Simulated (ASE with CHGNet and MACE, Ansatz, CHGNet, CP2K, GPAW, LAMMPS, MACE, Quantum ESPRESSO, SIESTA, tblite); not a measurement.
# Machine-learned potentials on glassy 85GeO2-7MgO-7K2O (mol %) (79 atoms): settings against a plane-wave reference

Aim: run glassy 85GeO2-7MgO-7K2O (mol %) (79 atoms) in machine-learned potentials and see how near its forces come to a plane-wave reference, and at what cost.

Method: the method is named at each step, in ASE with CHGNet and MACE.

## 1. The structure

The cell holds 79 atoms: 23 Ge, 2 Mg, 4 K and 50 O. Its edges and angles: a = 10.745 Å, b = 10.745 Å, c = 10.745 Å, α = 90.0°, β = 90.0°, γ = 90.0°. 79 atoms (23 Ge, 2 Mg, 4 K, 50 O) placed at random at 3.57 g/cm³, melted at 4000 K for 10 ps at fixed volume with the Morse and Coulomb pair potential with partial charges (Pedone, Malavasi, Menziani, Cormack and Segre, J. Phys. Chem. B 110, 11780 (2006)). Quenched from 4000 K to 300 K at 20 K/ps and fixed volume, held 10 ps at zero pressure.

The yardstick, on the same geometry:

```
method                                           : Kohn-Sham DFT, PBE, PAW, plane waves (Ansatz 0.2.0); cutoff 420 eV, Γ point, fermi-dirac smearing of 0.05 eV; PAW set soft_2
r.m.s. force component                           : 1.188 eV/Å
longest force                                    : 4.897 eV/Å
pressure                                         : 4.985 GPa
gap (highest filled to lowest empty level) : 1.038 eV
SCF cycles                                       : 10
time                                             : 21 s on 4 threads of Arm Neoverse V1, shared host
CPU time                                         : 82 s
```

## 2. CHGNet r2SCAN potential

Method: machine-learned interatomic potential CHGNet r2SCAN, trained on r2SCAN plane-wave data.

run.py reads:

```python
import numpy as np
from ase.io import read
import mlip  # loads the published weights by name

atoms = read("structure.xyz")
atoms.calc = mlip.calc("chgnet-r2scan")
energy = atoms.get_potential_energy()
forces = atoms.get_forces()
print(f"energy {energy:.6f} eV")
print("forces (eV/A)")
for i, (a, f) in enumerate(zip(atoms, forces)):
    print(f"{i:4d} {a.symbol:2s} {f[0]:10.5f} {f[1]:10.5f} {f[2]:10.5f}")
stress = -atoms.get_stress(voigt=False) * 160.21766
print("stress (GPa, compression positive)")
for row in stress:
    print(" ".join(f"{x:10.4f}" for x in row))
```

structure.xyz reads:

```xyz
79
Lattice="10.74457 0.00000 0.00000 0.00000 10.74457 0.00000 0.00000 0.00000 10.74457" Properties=species:S:1:pos:R:3 pbc="T T T"
Ge 8.99675 6.76865 1.54990
Ge 1.76963 3.26345 10.42213
Ge 9.82924 10.28954 4.39539
Ge 2.09487 9.92766 2.66025
Ge 8.92498 3.77951 2.21951
Ge 1.32212 6.83376 3.23089
Ge 2.91328 10.15770 7.45028
Ge 5.50745 2.73600 5.79068
Ge 2.33308 2.47587 5.94390
Ge 5.20252 0.13882 3.44396
Ge 5.17953 7.15803 10.28986
Ge 8.01899 4.93380 5.24561
Ge 6.83892 4.69753 9.19563
Ge 7.45920 1.71698 8.46855
Ge 1.35371 7.17544 6.62209
Ge 1.66186 3.56623 2.83345
Ge 7.87663 0.57365 1.74567
Ge 5.93165 7.73835 2.75781
Ge 6.15922 9.46339 7.94819
Ge 8.78712 7.95335 6.74297
Ge 10.01276 2.34017 6.59835
Ge 9.12816 9.31382 9.98944
Ge 1.33104 0.08349 10.23603
Mg 10.26934 5.35961 8.79959
Mg 3.60835 5.06993 8.34993
K 5.28579 6.56762 6.11280
K 4.85246 1.42387 10.15083
K 1.49736 7.51024 10.53086
K 5.17276 4.23669 2.00085
O 6.38066 2.12334 7.14858
O 9.56836 9.04188 5.56569
O 9.06509 1.80143 7.98601
O 3.16095 3.51380 9.47811
O 0.65381 10.01329 3.69259
O 3.92069 3.11700 6.11688
O 8.81656 5.11119 1.14430
O 5.26742 7.90725 1.11239
O 3.70451 6.63252 9.69998
O 6.81711 0.12679 8.73405
O 8.27224 6.48198 5.88330
O 6.96893 2.94186 9.59103
O 2.34275 5.93014 7.08561
O 5.57525 5.01428 8.13471
O 8.27955 2.27323 1.78940
O 0.71946 4.68055 10.06433
O 5.51723 1.49102 4.53775
O 2.08241 8.70761 7.06574
O 1.17535 7.07616 4.89619
O 3.53292 0.00849 3.11163
O 10.54128 7.09367 7.34262
O 2.34780 3.21413 1.32029
O 9.22131 7.83859 0.21511
O 9.88844 1.00172 5.43546
O 1.04007 1.74589 10.25999
O 2.21080 8.16813 2.58482
O 8.75876 8.77316 8.40193
[... 19 atom lines left out ...]
O 1.84345 5.23185 2.99376
O 5.83860 8.28277 9.14621
O 6.30201 5.75082 10.48058
O 6.48284 4.07542 5.39861
```

Command:

```console
$ OMP_NUM_THREADS=1 python run.py > output.txt
```

What it wrote:

```text
CHGNet vr2scan initialized with 412,525 parameters
CHGNet will run on cpu
energy -789.235718 eV
forces (eV/A)
   0 Ge   -1.00328    0.80334    0.80318
   1 Ge   -0.68417    3.03704   -1.08894
   2 Ge    0.29890    0.82615    0.86182
   3 Ge   -0.97517   -1.07826    1.65368
   4 Ge    2.15607   -0.14158    0.16220
   5 Ge   -1.56822    0.19349    0.11195
   6 Ge    0.02946    0.03612   -1.08618
   7 Ge    2.42072   -1.34090    0.16408
   8 Ge   -0.69104   -0.77548    0.04488
   9 Ge    0.77684    0.22317    0.23211
  10 Ge    1.13837   -0.62439    0.37699
  11 Ge    0.85132   -2.49878   -0.17309
  12 Ge    0.96093    0.23381   -0.38548
  13 Ge   -1.15881    0.58286   -0.96292
  14 Ge    0.20881    0.43855   -0.80282
  15 Ge   -3.21972    0.28780   -0.49097
  16 Ge    0.89271   -0.08588    0.52290
  17 Ge   -0.23160   -1.24305   -0.96827
  18 Ge    0.49958   -0.50643    0.02947
  19 Ge    0.28102    0.95553    0.16989
  20 Ge   -2.30181   -0.29832   -1.51472
  21 Ge   -0.43010   -1.12101    0.38405
  22 Ge   -0.69104    0.53254    0.82802
  23 Mg   -0.40392    0.30964   -0.65599
[...]
71 O     0.45363   -0.96053    0.92964
  72 O     1.24659    0.62268    0.31834
  73 O     0.34127    0.22484    0.09397
  74 O     1.00689   -0.54190    0.00378
  75 O     1.21675    0.88969   -0.01489
  76 O     0.34234    0.23663    0.13739
  77 O    -0.08078    0.47030    1.31103
  78 O     0.07683    1.41404   -0.63691
stress (GPa, compression positive)
    1.2135     0.6620    -0.3368
    0.6620     0.1809    -0.1526
   -0.3368    -0.1526     1.5655
```

Run time: 4.9 s. Hardware: 1 thread of Arm Neoverse V1, shared host; peak memory 0.97 GiB.

Banners, paths, timers and routine set-up lines are dropped from the logs unmarked, and long logs keep their key lines alone; longer cuts are marked.

Against the reference:

```yaml
r_m_s_force_component: 0.7873 eV/Å
r_m_s_difference_of_force_components: 440.9 meV/Å
longest_difference_of_force_vectors: 1638 meV/Å
force_difference_over_r_m_s_force: 37.1 %
slope_of_forces_against_the_reference_s: 0.6506
correlation_of_force_components: 0.9821
pressure: 0.9866 GPa
pressure_difference: -3.998 GPa
```

Length of the force difference by element (eV/Å):

| element | atoms | mean | most |
| --- | --- | --- | --- |
| Ge | 23 | 0.84 | 1.6 |
| K | 4 | 0.21 | 0.25 |
| Mg | 2 | 0.53 | 0.62 |
| O | 50 | 0.67 | 1.2 |

A closer look about Mg24, one of the 2 Mg atoms: 9 atoms, nearest first, numbered in the order of the input, with positions taken from that point.

| atom | x | y | z | distance (Å) | bonds | Fx | Fy | Fz (eV/Å) |
| --- | --- | --- | --- | --- | --- | --- | --- | --- |
| Mg24 | 0.00 | 0.00 | 0.00 | 0.00 | 3 | -0.40 | 0.31 | -0.66 |
| O45 | 1.19 | -0.68 | 1.26 | 1.87 | 3 | 0.52 | -0.84 | 0.36 |
| O74 | -1.84 | -0.37 | -0.16 | 1.88 | 2 | 0.34 | 0.22 | 0.09 |
| O50 | 0.27 | 1.73 | -1.46 | 2.28 | 3 | -1.84 | -0.31 | 0.83 |
| O42 | 2.82 | 0.57 | -1.71 | 3.35 | 3 | 0.99 | -1.30 | 0.68 |
| Ge15 | 1.83 | 1.82 | -2.18 | 3.37 | 4 | 0.21 | 0.44 | -0.80 |
| K28 | 1.97 | 2.15 | 1.73 | 3.39 | 6 | 0.02 | -0.30 | 0.06 |
| O36 | -1.45 | -0.25 | 3.09 | 3.42 | 2 | -0.21 | -0.26 | -1.66 |
| O73 | 1.35 | -2.53 | -1.92 | 3.45 | 2 | 1.25 | 0.62 | 0.32 |

Atoms are counted from 1 here, from 0 in the log.

Forces lie 37 % from the reference's, at 0.051 times its CPU time (on 1 against 4 cores).

## 3. MACE MP-0b2 small potential

Method: machine-learned interatomic potential MACE MP-0b2 small, trained on PBE(+U) plane-wave data.

run.py: that of step 2 with these lines changed.

```diff
@@ -5,3 +5,3 @@
 atoms = read("structure.xyz")
-atoms.calc = mlip.calc("chgnet-r2scan")
+atoms.calc = mlip.calc("mace-mp-0b2-small")
 energy = atoms.get_potential_energy()
```

structure.xyz is that of step 2.

What it wrote:

```text
energy -482.894461 eV
forces (eV/A)
   0 Ge   -1.64511    1.29840    1.17719
   1 Ge   -0.66409    3.56632   -1.45581
   2 Ge    0.12360    1.22112    1.14230
   3 Ge   -1.52957   -1.30594    2.33951
   4 Ge    3.20952   -0.86220    0.27339
   5 Ge   -2.14398    0.18935    0.30229
   6 Ge   -0.20224    0.17502   -1.55132
   7 Ge    3.07591   -1.95503    0.61420
   8 Ge   -0.82445   -1.04533    0.14692
   9 Ge    1.40025    0.11342    0.40908
  10 Ge    1.11537   -0.52705    0.42889
  11 Ge    1.35858   -3.38697   -0.23067
  12 Ge    1.27424    0.28150   -0.52054
  13 Ge   -1.55848    0.69270   -1.94652
  14 Ge    0.33285    0.63471   -1.43053
  15 Ge   -4.45952    0.30536   -0.79338
  16 Ge    1.35335   -0.30751    0.92205
  17 Ge   -0.59866   -1.55867   -1.21085
  18 Ge    0.63278   -0.76696   -0.04502
  19 Ge    0.23797    1.65463    0.22294
  20 Ge   -3.29773   -0.58691   -2.28038
  21 Ge   -0.84538   -1.30112    0.75808
  22 Ge   -1.08556    0.93284    0.94836
  23 Mg   -0.95690    0.32767   -0.83280
[...]
71 O     0.63697   -1.29332    0.97265
  72 O     1.84551    1.08699    0.67417
  73 O     0.73484    0.45793   -0.15405
  74 O     1.19461   -0.91961   -0.04248
  75 O     1.96697    1.50524   -0.05412
  76 O     0.52592    0.23874    0.25693
  77 O     0.14382    0.14313    1.89861
  78 O    -0.33520    1.98848   -0.90865
stress (GPa, compression positive)
    5.2802     0.5746    -0.4785
    0.5746     3.3931    -0.3830
   -0.4785    -0.3830     5.3003
```

Elapsed: 7.2 s, on 1 thread; peak memory 0.67 GiB.

Compared with the plane-wave run:

```
r.m.s. force component                  : 1.13 eV/Å
r.m.s. difference of force components   : 149.6 meV/Å
longest difference of force vectors     : 824 meV/Å
force difference over r.m.s. force      : 12.59 %
slope of forces against the reference's : 0.9439
correlation of force components         : 0.9929
pressure                                : 4.658 GPa
pressure difference                     : -0.3266 GPa
```

Against the first run (37 %), the force difference from the reference is 13 %, at 1.6 times the CPU time.

## 4. MACE MPA-0 medium potential

Method: machine-learned interatomic potential MACE MPA-0 medium, trained on PBE(+U) plane-wave data.

run.py: that of step 3 with these lines changed.

```diff
@@ -5,3 +5,3 @@
 atoms = read("structure.xyz")
-atoms.calc = mlip.calc("mace-mp-0b2-small")
+atoms.calc = mlip.calc("mace-mpa-0-medium")
 energy = atoms.get_potential_energy()
```

structure.xyz is that of step 3.

What it wrote:

```text
energy -482.729447 eV
forces (eV/A)
   0 Ge   -1.58971    1.15285    1.25316
   1 Ge   -0.73664    3.88950   -1.80488
   2 Ge    0.09905    1.10478    1.16412
   3 Ge   -1.38637   -1.38462    2.12949
   4 Ge    3.22974   -0.60091    0.09938
   5 Ge   -2.15157    0.23033    0.34866
   6 Ge   -0.17262    0.11225   -1.42516
   7 Ge    2.96228   -1.63476    0.74421
   8 Ge   -0.81043   -1.10403    0.20345
   9 Ge    1.36902    0.15317    0.54622
  10 Ge    0.91973   -0.90635    0.49804
  11 Ge    1.19416   -3.01970   -0.23014
  12 Ge    1.21948    0.52402   -0.75463
  13 Ge   -1.42997    0.86165   -1.75460
  14 Ge    0.29744    0.43895   -1.30815
  15 Ge   -4.50478    0.31750   -0.84693
  16 Ge    1.27156   -0.22080    0.90048
  17 Ge   -0.53384   -1.99040   -1.30960
  18 Ge    0.76432   -0.88601   -0.21637
  19 Ge    0.13422    1.40302    0.31905
  20 Ge   -3.10132   -0.37554   -2.18548
  21 Ge   -0.84696   -1.38545    0.48029
  22 Ge   -1.04513    0.93403    0.80323
  23 Mg   -0.70619    0.32701   -0.87119
[...]
71 O     0.65923   -1.26040    0.84232
  72 O     1.74925    0.95231    0.68707
  73 O     0.43421    0.41895   -0.19766
  74 O     1.24264   -0.87227    0.01878
  75 O     1.86316    1.46208   -0.01272
  76 O     0.56761    0.28043    0.22108
  77 O     0.16240    0.26305    2.03355
  78 O    -0.32127    1.75338   -1.00591
stress (GPa, compression positive)
    5.2553     0.6283    -0.3881
    0.6283     3.4856    -0.2932
   -0.3881    -0.2932     5.8348
```

It took 8 s on 1 thread; peak memory 0.97 GiB.

Numbers from this run, and their distance from the reference:

```
r.m.s. force component                  : 1.102 eV/Å
r.m.s. difference of force components   : 125.4 meV/Å
longest difference of force vectors     : 441.1 meV/Å
force difference over r.m.s. force      : 10.55 %
slope of forces against the reference's : 0.9246
correlation of force components         : 0.9968
pressure                                : 4.859 GPa
pressure difference                     : -0.1259 GPa
```

Against the first run (37 %), the force difference from the reference is 11 %, at 1.9 times the CPU time.

## 5. Side by side

Differences are against the plane-wave reference, forces as r.m.s. over components; share is that over the reference's r.m.s. force, slope the least-squares factor from reference forces to these. Total energies of different programs have different zeros and aren't compared.

| run | Δ force, r.m.s. (meV/Å) | share (%) | slope | Δ pressure (GPa) | cores | CPU time | memory (GiB) |
| --- | --- | --- | --- | --- | --- | --- | --- |
| reference | - | - | - | - | 4 | 82 s | 1.7 |
| CHGNet r2SCAN potential | 441 | 37.1 | 0.651 | -4.00 | 1 | 4.2 s | 0.97 |
| MACE MP-0b2 small potential | 150 | 12.6 | 0.944 | -0.327 | 1 | 6.8 s | 0.67 |
| MACE MPA-0 medium potential | 125 | 10.6 | 0.925 | -0.126 | 1 | 8 s | 0.97 |

Times of the machine-learned potentials are mostly Python's start and the loading of weights.

CPU time is summed over cores on a shared host, where runs went side by side, so it is rough. Symmetry, cutoffs, thresholds, outputs and thread counts weren't matched or tuned between programs; memory under MPI is the largest rank's times the ranks.

## 6. Summary of results

```
nearest in forces : MACE MPA-0 medium potential, 11 %
its CPU time      : 8 s
```

Machine-learned potentials differ by 11 % (MACE MPA-0 medium potential) to 37 % (CHGNet r2SCAN potential); they were trained on other programs' data, some at another functional. Machine-learned potentials mimic data converged in k, so the reference's own k-point error enters their differences. The quench rate of 20 K/ps is many orders above laboratory rates, so the cell is likely richer in defects and strain than a real sample. The network of bonds at the start is that of the classical potential that made the cell, and needn't be the one that DFT or experiment would give. The electronic-structure runs sample only Γ, in a cell whose shortest periodic width is 11 Å.

[Also dropped from logs without a mark: logging warnings of Python, and SIESTA's first energy breakdown and zero terms.]

[Logs are printed without paths, hosts, clocks, repeated set-up lines and the standing remarks that a program may print on its own settings, such as how far it seeks lower states.]

[Hosts, paths, dates, database ids (printed as entryN), source tags and the programs' standing remarks are cut or masked in the printed files.]
